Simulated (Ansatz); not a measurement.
# NaLiCdO2: complex band structure, part 2 of 3

Wanted: the relaxed cell of NaLiCdO2, its band edges and its decay constants. It is built by putting O for S in the NaLiCdS2 structure of space group P3m1, with the volume rescaled by atomic radii. The parent structure comes from the Materials Project.

Ansatz 0.2.0; PBE DFT, plane waves, PAW files (the session's first sound run).

So far. Step 2 (Cell and atoms at rest): The largest force component on a free atom ends at 0.0017 eV/Å.

The structure was built from a prototype and need not be the compound's stable phase.

**3. Band edges**

The energy window and the wavevectors of the next steps follow from the band edges, so these are searched first, off the mesh as well.

Contents of input.yaml:

```yaml
crystal:
  lattice:
    - [3.4265457875, 0.0, 0.0]
    - [-1.7132728937, 2.9674756992, 0.0]
    - [0.0, 0.0, 6.3555277915]
  atoms:
    - { symbol: Na, position: [0.3333333333, 0.6666666667, 0.9845680514] }
    - { symbol: Li, position: [0.6666666667, 0.3333333333, 0.7037136401] }
    - { symbol: Cd, position: [0.0, 0.0, 0.3781154003] }
    - { symbol: O, position: [0.6666666667, 0.3333333333, 0.2096477677] }
    - { symbol: O, position: [0.0, 0.0, 0.7239561405] }
kpoints:
  mp_grid: { grid: [8, 8, 4] }
  band_path: { path: [VBM, CBM], npoints: 30 }
scf:
  occupations: { method: fixed }
hamiltonian:
  xc: pbe
output:
  eigenvalues: true
  write_potential: true
  write_density: true
  volumetric_format: npy
  elf: true
```

On the command line:

```
> ansatz run input.yaml --threads 2 --pin off --max-ram 4096MiB --backend cpu --events-out ev --progress --plain --runs-dir out
```

Numbers of over 12 decimals in the logs are rounded to 6 here.

Output:

```text
[...]
Crystal: 5 atoms, lattice volume = 64.624 Å³
Basis set: ecut = 420 eV, 1269 PW (Γ)
Bands: 27, of which v1, the nominal top of the filled ones, is band 22 counted from 1 (21 counted from 0)
Symmetry: 6 space group operations
[...]
k-points: 35 of 256 (time reversal used)
[...]
SCF iter   1: F=—  HF=-11082.209418 eV  |F-HF|=—  |Δ(HF+E_count)|=         —  Δρ=1.89e-3  dr2=3.94e-3  ethr=1.77e-3  ⟨swp⟩=4.3  Hψ=3087  notcnv=0  defer=102
[...]
SCF iter   7: F=-11082.210723 eV  HF=-11082.210723 eV  |F-HF|=1.70e-8  |Δ(HF+E_count)|=   3.14e-7  Δρ=7.67e-6  dr2=3.54e-8  ethr=2.27e-10  ⟨swp⟩=7.3  Hψ=3020  notcnv=0
SCF 1 converged in 7 iterations: F = -11082.210723 eV  dr2 = 3.54e-8
[...]
NSCF: frozen V_eff on 34 k-points
[...]
SCF converged after 7 iterations
Free energy (F): -11082.210723 eV
[...]
Internal energy: -11082.210723 eV  (E = F + TS)
E sigma→0 (E₀):  -11082.210723 eV
Fermi energy:    6.290395 eV
[...]
--- Band table (eV; the first three rows and the last of 35) ---
  k-point 0: bands = [... 18 lower, 5.8734, 6.0249, 6.2904, 6.2904, 7.2572, 12.4785, 13.2477, 18.1973, ... 1 higher]
  k-point 1: bands = [... 18 lower, 5.9132, 5.9132, 6.2505, 6.2505, 7.9357, 11.6278, 13.9292, 17.4416, ... 1 higher]
  k-point 2: bands = [... 18 lower, 5.9661, 5.9661, 6.1972, 6.1972, 8.5503, 10.9559, 14.3588, 16.9202, ... 1 higher]
  k-point 34: bands = [... 18 lower, 4.8518, 5.0007, 5.4156, 5.7570, 11.8438, 12.1170, 13.4722, 14.7416, ... 1 higher]
```

Elapsed: 7.8 s, on 2 threads of Arm Neoverse V1, shared host; peak memory 0.37 GiB; 15 s of CPU time.

The column dr2 measures how far the density is from self-consistency, as an energy; F and HF (Harris–Foulkes) agree once it is small.

This step gave:

```
free energy         : -11082.2107 eV
Fermi energy        : 6.290 eV
gap on the k-mesh   : 0.9668 eV
gap on path         : 0.9668 eV, by band count; negative where bands overlap
direct gap on path  : 0.9668 eV
edge places on path : 0, 0 1/A along the path
```

Levels at VBM (eV): -6.82, -6.82, -6.74, -6.31, -6.31, -3.77, -0.42, -0.42, -0.27, 0.00, 0.00, 0.97, 6.19, 6.96.

Valence density in the ac plane at fractional y = 0.333, with atoms of Li and O within 0.2 Å of it. It is the smooth field of the valence electrons, not physical close to the nuclei.

Ten steps, logarithmic in the rise over the least value, from '0' (0.0 e/Å³) to '9' (8.1 e/Å³), each cell a mean:
```
01110000000000
00110000000000
01110000000000
11111100000000
22222111343111
22332213687421
23332215899631
22222114898621
12222112566311
11111100011001
11111100000000
12221110000001
23332211000111
33433211111112
34443222222222
33433333454433
23332335677543
22222346898753
21112357999864
21111347899753
10001235777643
10000123454431
00000012232211
01110001111100
```
Columns run along a (3.4 Å), rows up along c (6.4 Å). Atoms in or near the plane, at fractional coordinates: Li at (0.67, 0.70), O at (0.67, 0.21).

ELF in the ac plane at fractional y = 0.333, with atoms of Li and O within 0.2 Å of it. It is the smooth field of the valence electrons, not physical close to the nuclei.

Ten even steps from '_' (0.01) to '@' (0.97), each cell a mean:
```
__________________....______
____________________________
____________________________
::::::::::::..____________..
==++++++++--..__..--::____::
++********--__..**@@%%::__::
++******++--__::@@@@@@++__..
==++****++::__::%%@@@@==__..
--======--::____--##++..__..
..::::::::..______________..
............________________
............______________..
....::::......____....__....
..::::::..........::::......
..::::::......::--====::....
....::::....::++**####++--..
............==##%%##%%##**::
..........--**%%##****%%##==
::..____..==##%%**--==##%%**
::..____::==##%%##++**%%%%**
::______..==**%%%%%%%%%%##++
__________..==##%%%%%%##**--
____________::==******++--..
______________::--==--::..__
```
Columns run along a (3.4 Å), rows up along c (6.4 Å). Atoms in or near the plane, at fractional coordinates: Li at (0.67, 0.70), O at (0.67, 0.21).

Electrostatic potential energy in the ac plane at fractional y = 0.333, with atoms of Li and O within 0.2 Å of it. With pseudopotentials it is smooth inside the atoms' cores, unlike the true potential.

Values in eV, 24 rows by 14 columns, each cell a mean:
```
  8   7   6   6   7   8   9  10  10  10  10  10   9   9
  8   8   7   7   8   9   9   9   9   9   9   9   9   9
  9   9   9   9   9   9   9   8   8   8   8   8   9   9
 10  10  10  10  10  10   9   7   5   4   5   6   8   9
 11  11  11  11  11  10   8   3  -3  -7  -5   1   6   9
 11  11  11  11  11  10   7  -4 -14 -20 -17  -8   3   8
 10  11  11  11  11   9   5 -10 -22 -29 -26 -14  -1   8
 11  11  11  11  11   9   6  -7 -19 -26 -23 -12   0   8
 11  11  11  11  11  10   7   0 -10 -15 -13  -4   4   8
 10  11  11  11  10   9   8   6   3   1   2   5   7   9
  9   9   9   9   9   9   9   8   7   7   7   7   8   9
  8   7   7   7   8   8   8   9   8   8   8   9   9   8
  6   4   3   3   5   7   8   9  10  10  10   9   9   7
  4   1  -1   0   3   6   8   9  10  11  10  10   9   7
  3  -1  -3  -2   1   5   8  10  10  10  10  10   9   7
  4   1  -1   0   3   6   8   9   8   6   7   9   9   8
  6   4   3   3   6   8   9   3 -10 -17 -15  -2   7   8
  8   7   6   7   8   9   8 -12 -27 -30 -29 -20   1   9
 10   9   9   9  10  10   6 -20 -30 -30 -30 -26  -5   9
 10  10   9  10  10  10   8 -14 -29 -30 -30 -22   0  10
 10  10   9   9  10  11  10   1 -15 -22 -20  -6   8  11
  9   9   8   8   9  10  11  11   9   6   7  10  11  11
  9   7   7   7   8   9  10  11  11  11  11  11  11  10
  8   7   6   6   7   9  10  11  11  11  11  11  10   9
```
Columns run along a (3.4 Å; values clipped at the 3rd and 97th percentile), rows up along c (6.4 Å). Atoms in or near the plane, at fractional coordinates: Li at (0.67, 0.70), O at (0.67, 0.21).

The searched edges give 0.967 eV, as on the mesh.

**4. Complex bands**

This step: PBE DFT, plane waves, PAW files; complex bands by layer matching along the plane's normal (Ansatz 0.2.0).

The same crystal is laid in a cell whose first two vectors span the (001) plane (indices of the standard conventional cell, whose axes can be ordered otherwise than in the bulk input). At fixed energy and wavevector in the plane the solver finds all kz, real and complex. A few wavevectors are listed, (0, 0) and (0.5, 0) in units of the plane's reciprocal vectors; the slowest state needn't be among them.

Contents of input.yaml:

```yaml
crystal:
  lattice:
    - [3.426545787, 0.0, 0.0]
    - [1.713272894, 2.967475699, 0.0]
    - [0.0, 0.0, 6.355527792]
  atoms:
    - { symbol: Na, position: [0.6666666667, 0.6666666667, 0.9845680514] }
    - { symbol: Li, position: [0.3333333333, 0.3333333333, 0.7037136401] }
    - { symbol: Cd, position: [0.0, 0.0, 0.3781154003] }
    - { symbol: O, position: [0.3333333333, 0.3333333333, 0.2096477677] }
    - { symbol: O, position: [0.0, 0.0, 0.7239561405] }
kpoints:
  mp_grid: { grid: [8, 8, 4] }
scf:
  occupations: { method: fixed }
hamiltonian:
  xc: pbe
output:
  eigenvalues: true
  transmission:
    leads: [[0, 0]]
    kpoints: [[0.0, 0.0], [0.5, 0.0]]
    e_range: [-1.0, 1.97]
    de: 0.07
```

Output:

```text
[...]
Crystal: 5 atoms, lattice volume = 64.624 Å³
Basis set: ecut = 420 eV, 1269 PW (Γ)
Bands: 27, of which v1, the nominal top of the filled ones, is band 22 counted from 1 (21 counted from 0)
Symmetry: 6 space group operations
[...]
k-points: 35 of 256 (time reversal used)
[...]
SCF iter   1: F=—  HF=-11082.209423 eV  |F-HF|=—  |Δ(HF+E_count)|=         —  Δρ=1.89e-3  dr2=3.94e-3  ethr=1.77e-3  ⟨swp⟩=4.3  Hψ=3087  notcnv=0  defer=102
[...]
SCF iter   7: F=-11082.210723 eV  HF=-11082.210723 eV  |F-HF|=1.69e-8  |Δ(HF+E_count)|=   3.14e-7  Δρ=7.67e-6  dr2=3.54e-8  ethr=2.27e-10  ⟨swp⟩=7.3  Hψ=3020  notcnv=0
SCF 1 converged in 7 iterations: F = -11082.210723 eV  dr2 = 3.54e-8
[...]
transmission: 8 of 16 steps passed
transmission: 16 of 16 steps passed
SCF converged after 7 iterations
Free energy (F): -11082.210723 eV
[...]
Internal energy: -11082.210723 eV  (E = F + TS)
E sigma→0 (E₀):  -11082.210723 eV
Fermi energy:    6.290395 eV
[...]
--- Band table (eV; the first three rows and the last of 35) ---
  k-point 0: bands = [... 18 lower, 5.8734, 6.0249, 6.2904, 6.2904, 7.2572, 12.4785, 13.2477, 18.1973, ... 1 higher]
  k-point 1: bands = [... 18 lower, 5.9132, 5.9132, 6.2505, 6.2505, 7.9357, 11.6278, 13.9292, 17.4416, ... 1 higher]
  k-point 2: bands = [... 18 lower, 5.9661, 5.9661, 6.1972, 6.1972, 8.5503, 10.9559, 14.3588, 16.9202, ... 1 higher]
  k-point 34: bands = [... 18 lower, 4.8518, 5.0007, 5.4156, 5.7570, 11.8438, 12.1170, 13.4722, 14.7416, ... 1 higher]
--- Transmission ---
  basis      : 85 plane waves across, 8 finite elements along
  points     : 2, as listed
  energies   : 43 from -1.000000 to 1.940000 eV about the Fermi level, 0.070000 eV apart; the leads are filled to 0.483383 eV, and channels, transmission and decay are at 0.470000 eV
  crystal 0  : O2Cd1Li1Na1, at the sites [0, 0], period 6.3555 Å: whole cells are its period
    offset         : up to 0.0000 Å between an atom of the period and one for which it stands
    channels       : 0.000000e0 a spin
    conductance    : none, the energies end too early or step too widely for 300 K: set another output.transmission.e_range or a lower de, or, where they end at an eighth of basis.ecutwfc, a higher one
    slowest decay  : 0.1309 /Å at (0.0000, 0.0000)
```

Elapsed: 7.2 s, on 2 threads; peak memory 0.36 GiB.

Numbers from this step:

```
level to which the leads are filled                       : 0.4834 eV from the Fermi level
decay constant at the filling level, zone centre          : 0.1309 Å⁻¹
decay constant at the filling level, slowest listed point : 0.1309 Å⁻¹
```

K parallel (0, 0); values up to 1.5 1/Å, a degenerate pair printed once or twice; energies at which all values exceed this have no row. The Im kz of the slowest decaying states by energy, zero at the highest filled level on the SCF mesh:

| energy (eV) | decay 1 (Å⁻¹) | decay 2 (Å⁻¹) | decay 3 (Å⁻¹) |
| --- | --- | --- | --- |
| -1.00 | 0.692 | 1.34 | - |
| -0.93 | 0.661 | 1.33 | - |
| -0.86 | 0.627 | 1.33 | - |
| -0.79 | 0.588 | 1.33 | - |
| -0.65 | 0.489 | 1.32 | - |
| -0.58 | 0.422 | 1.32 | - |
| -0.51 | 0.332 | 1.32 | - |
| -0.44 | 0.173 | 1.31 | - |
| -0.37 | 1.31 | - | - |
| -0.30 | 0.127 | 1.31 | - |
| -0.23 | 0.0475 | 0.194 | 1.30 |
| -0.16 | 0.0779 | 0.180 | 1.30 |
| -0.02 | 0.110 | 1.30 | - |
| 0.05 | 0.119 | 0.25 | 1.29 |
| 0.12 | 0.126 | 0.368 | 1.29 |
| 0.19 | 0.131 | 0.447 | 1.29 |
| 0.26 | 0.133 | 0.506 | 1.28 |
| 0.33 | 0.134 | 0.555 | 1.28 |
| 0.40 | 0.133 | 0.597 | 1.28 |
| 0.54 | 0.127 | 0.666 | 1.27 |
| 0.61 | 0.120 | 0.695 | 1.27 |
| 0.68 | 0.112 | 0.721 | 1.27 |
| 0.75 | 0.101 | 0.745 | 1.26 |
| 0.82 | 0.0855 | 0.768 | 1.26 |
| 0.89 | 0.0637 | 0.789 | 1.26 |
| 0.96 | 0.0191 | 0.808 | 1.26 |
| 1.10 | 0.843 | 1.25 | - |
| 1.17 | 0.860 | 1.25 | - |
| 1.24 | 0.875 | 1.24 | - |
| 1.31 | 0.890 | 1.24 | - |
| 1.38 | 0.904 | 1.24 | - |
| 1.45 | 0.917 | 1.24 | - |
| 1.52 | 0.930 | 1.23 | - |
| 1.59 | 0.942 | 1.23 | - |
| 1.73 | 0.965 | 1.23 | - |
| 1.80 | 0.976 | 1.22 | - |
| 1.87 | 0.987 | 1.22 | - |
| 1.94 | 0.997 | 1.22 | - |

K parallel (0, 0). The Re kz of states that move upwards by energy, zero at the highest filled level on the SCF mesh:

| energy (eV) | channel 1 (Å⁻¹) | channel 2 (Å⁻¹) | channel 3 (Å⁻¹) |
| --- | --- | --- | --- |
| -1.00 | -0.309 | - | - |
| -0.86 | -0.257 | - | - |
| -0.72 | -0.210 | - | - |
| -0.58 | -0.163 | - | - |
| -0.44 | -0.114 | - | - |
| -0.30 | -0.0465 | - | - |
| -0.16 | - | - | - |
| -0.02 | -0.167 | -0.167 | - |
| 0.12 | - | - | - |
| 0.26 | - | - | - |
| 0.40 | - | - | - |
| 0.54 | - | - | - |
| 0.68 | - | - | - |
| 0.82 | - | - | - |
| 0.96 | - | - | - |
| 1.10 | 0.0913 | - | - |
| 1.24 | 0.137 | - | - |
| 1.38 | 0.177 | - | - |
| 1.52 | 0.214 | - | - |
| 1.66 | 0.251 | - | - |
| 1.80 | 0.289 | - | - |
| 1.94 | 0.329 | - | - |

K parallel (0.5, 0); values up to 1.5 1/Å, a degenerate pair printed once or twice; energies at which all values exceed this have no row. The Im kz of the slowest decaying states by energy, zero at the highest filled level on the SCF mesh:

| energy (eV) | decay 1 (Å⁻¹) | decay 2 (Å⁻¹) | decay 3 (Å⁻¹) | decay 4 (Å⁻¹) |
| --- | --- | --- | --- | --- |
| -1.00 | 0.103 | 0.158 | 0.175 | 1.38 |
| -0.86 | 0.173 | 0.321 | 1.37 | - |
| -0.79 | 0.144 | 0.337 | 1.37 | - |
| -0.65 | 0.216 | 0.316 | 1.36 | - |
| -0.51 | 0.168 | 0.281 | 1.35 | - |
| -0.44 | 0.304 | 1.35 | - | - |
| -0.30 | 0.341 | 0.341 | 1.34 | - |
| -0.16 | 0.369 | 0.473 | 1.34 | - |
| -0.09 | 0.382 | 0.517 | 1.33 | - |
| -0.02 | 0.393 | 0.555 | 1.33 | - |
| 0.05 | 0.403 | 0.587 | 1.33 | - |
| 0.19 | 0.420 | 0.640 | 1.32 | - |
| 0.26 | 0.428 | 0.663 | 1.32 | - |
| 0.40 | 0.441 | 0.702 | 1.31 | - |
| 0.54 | 0.453 | 0.736 | 1.30 | - |
| 0.68 | 0.462 | 0.765 | 1.30 | - |
| 0.75 | 0.466 | 0.778 | 1.29 | - |
| 0.89 | 0.473 | 0.802 | 1.29 | - |
| 1.03 | 0.479 | 0.824 | 1.28 | - |
| 1.10 | 0.482 | 0.833 | 1.28 | - |
| 1.24 | 0.486 | 0.851 | 1.27 | - |
| 1.38 | 0.488 | 0.868 | 1.26 | - |
| 1.45 | 0.490 | 0.875 | 1.26 | - |
| 1.59 | 0.491 | 0.890 | 1.25 | - |
| 1.73 | 0.491 | 0.902 | 1.25 | - |
| 1.80 | 0.491 | 0.908 | 1.24 | - |
| 1.94 | 0.490 | 0.920 | 1.24 | - |

At the listed wavevectors the last open channel is at -0.02 eV and the next at +1.03 eV on the grid. At +0.47 eV, the grid energy nearest the filling level (the middle of the gap on the SCF mesh), the slowest state at the listed wavevectors decays with κ = 0.131 Å⁻¹, its amplitude falling by e over 7.6 Å. Through 1 nm of this crystal that state's transmission falls by exp(−2 × 0.131 Å⁻¹ × 10 Å) = 0.073.

**5. Decay over the two-dimensional zone**

The listed points could miss the slowest state, so one energy near mid-gap is solved on a mesh of 12×12.

input.yaml: that of step 4 with these lines changed.

```diff
@@ -19,6 +19,2 @@
   eigenvalues: true
-  transmission:
-    leads: [[0, 0]]
-    kpoints: [[0.0, 0.0], [0.5, 0.0]]
-    e_range: [-1.0, 1.97]
-    de: 0.07
+  transmission: { leads: [[0, 0]], kmesh: [12, 12], e_range: [0.48, 0.49], de: 0.05 }
```

Output:

```text
[...]
Crystal: 5 atoms, lattice volume = 64.624 Å³
Basis set: ecut = 420 eV, 1269 PW (Γ)
Bands: 27, of which v1, the nominal top of the filled ones, is band 22 counted from 1 (21 counted from 0)
Symmetry: 6 space group operations
[...]
k-points: 35 of 256 (time reversal used)
[...]
SCF iter   1: F=—  HF=-11082.209423 eV  |F-HF|=—  |Δ(HF+E_count)|=         —  Δρ=1.89e-3  dr2=3.94e-3  ethr=1.77e-3  ⟨swp⟩=4.3  Hψ=3087  notcnv=0  defer=102
[...]
SCF iter   7: F=-11082.210723 eV  HF=-11082.210723 eV  |F-HF|=1.69e-8  |Δ(HF+E_count)|=   3.14e-7  Δρ=7.67e-6  dr2=3.54e-8  ethr=2.27e-10  ⟨swp⟩=7.3  Hψ=3020  notcnv=0
SCF 1 converged in 7 iterations: F = -11082.210723 eV  dr2 = 3.54e-8
[...]
transmission: 32 of 152 steps passed
transmission: 64 of 152 steps passed
[...]
transmission: 152 of 152 steps passed
SCF converged after 7 iterations
Free energy (F): -11082.210723 eV
[...]
Internal energy: -11082.210723 eV  (E = F + TS)
E sigma→0 (E₀):  -11082.210723 eV
Fermi energy:    6.290395 eV
[...]
--- Band table (eV; the first three rows and the last of 35) ---
  k-point 0: bands = [... 18 lower, 5.8734, 6.0249, 6.2904, 6.2904, 7.2572, 12.4785, 13.2477, 18.1973, ... 1 higher]
  k-point 1: bands = [... 18 lower, 5.9132, 5.9132, 6.2505, 6.2505, 7.9357, 11.6278, 13.9292, 17.4416, ... 1 higher]
  k-point 2: bands = [... 18 lower, 5.9661, 5.9661, 6.1972, 6.1972, 8.5503, 10.9559, 14.3588, 16.9202, ... 1 higher]
  k-point 34: bands = [... 18 lower, 4.8518, 5.0007, 5.4156, 5.7570, 11.8438, 12.1170, 13.4722, 14.7416, ... 1 higher]
--- Transmission ---
  basis      : 85 plane waves across, 8 finite elements along
  points     : 19, standing for a mesh of 12 x 12
  energies   : 1 from 0.480000 to 0.480000 eV about the Fermi level; the leads are filled to 0.483383 eV, and channels, transmission and decay are at 0.480000 eV
[...]
channels       : 0.000000e0 a spin
    conductance    : none, crystal 0 has no channel at the energies, or these end too early or step too widely for 300 K: set another output.transmission.e_range or a lower de, or, where they end at an eighth of basis.ecutwfc, a higher one
    slowest decay  : 0.1304 /Å at (0.0000, 0.0000)
```

It took 5.6 s on 2 threads; peak memory 0.37 GiB; 11 s of CPU time.

Numbers from this step:

| Item | Value |
| --- | --- |
| least decay constant on the mesh | 0.1304 Å⁻¹ |

Slowest decay constant (1/Å; 0 where a channel is open) over k1 and k2. At 0.4800 eV from the Fermi level.

Ten even steps from '0' (0.130) to '9' (0.478):
```
999999999999
999999999999
999999877899
999997444799
999974224799
999842024899
999742247999
999744479999
999877899999
999999999999
999999999999
999999999999
```
Columns: k1 (b1) from -0.5 to 0.417; rows upwards: k2 (b2) from -0.5 to 0.417.

The least value on the mesh is 0.130 Å⁻¹ at +0.48 eV. At that energy the listed points give about 0.130 Å⁻¹ by interpolation, so the mesh holds no clearly slower state.

(Continued in part 3 of 3.)

[Logs are printed without paths, hosts, clocks, repeated set-up lines and the standing remarks that a program may print on its own settings, such as how far it seeks lower states.]

[Hosts, paths, dates, database ids (printed as entryN), source tags and the programs' standing remarks are cut or masked in the printed files.]
